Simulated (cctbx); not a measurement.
## Sr2CaCrS4O2 across an absorption edge

Space group P2_1/c (no. 14), a = 6.4890 Å, b = 6.5180 Å, c = 11.1194 Å, α = 90.00°, β = 125.02°, γ = 90.00°.

```csv
atom,mult.,x,y,z,Ueq (Å²)
Sr1,4,0.2531,0.0403,0.2544,0.0059
Cr1,2,0,0,1/2,0.0078
Ca1,2,1/2,0,0,0.0075
S1,4,0.7744,0.2251,0.9609,0.0076
S2,4,0.3152,0.3152,0.0383,0.0084
O1,4,0.1544,0.4695,0.2237,0.0120
```

The model was made for the exercise: a known structure type with other elements put in, its volume estimated, not relaxed; displacement parameters are assumed.

Calculated with cctbx: free-atom f′ and f″ from the Sasaki tables, no fine structure; amplitudes in electrons.

| E (eV) | F 0 2 0 | F 1 1 1 | F 1 0 0 | F 2 0 0 |
| --- | --- | --- | --- | --- |
| 5389 | 117.1 | 159.4 | 6.9 | 144.8 |
| 5739 | 115.5 | 157.8 | 5.3 | 145.7 |
| 5869 | 114.1 | 156.3 | 4.6 | 146.8 |
| 5929 | 112.7 | 154.9 | 4.5 | 148.1 |
| 5959 | 111.2 | 153.5 | 4.8 | 149.5 |
| 5974 | 109.8 | 152.1 | 5.5 | 150.9 |
| 5981 | 108.5 | 150.8 | 6.4 | 152.1 |
| 5985 | 107.1 | 149.4 | 7.5 | 153.5 |
| 5993 | 107.3 | 149.7 | 7.2 | 153.6 |
| 5997 | 109.0 | 151.4 | 5.6 | 151.9 |
| 6004 | 110.5 | 152.8 | 4.3 | 150.5 |
| 6019 | 112.1 | 154.4 | 3.2 | 148.8 |
| 6049 | 113.7 | 156.0 | 2.6 | 147.2 |
| 6139 | 115.8 | 158.0 | 3.1 | 144.9 |
| 6389 | 117.9 | 160.0 | 4.6 | 142.4 |

**Question.** Which edge is crossed, and why do the reflections move as they do?

The K edge of Cr. The edge is at 5989 eV. f′ of Cr falls from -3.7 e at 5869 eV to -7.2 e at 4 eV below it, and f″ steps from 0.46 to 3.96 e across it. Over that approach |F| changes by -6 % (0 2 0), -4 % (1 1 1), +63 % (1 0 0) and +5 % (2 0 0): a reflection falls where Cr scatters in phase with the total and rises where it scatters against it; it hardly moves where the Cr term is small or cancels by symmetry. Above the edge the larger f″ enters the imaginary part, where it can add to or cancel the other atoms' f″. The structure is centrosymmetric, so Friedel mates stay equal.

[Logs are printed without paths, hosts, clocks, repeated set-up lines and the standing remarks that a program may print on its own settings, such as how far it seeks lower states.]
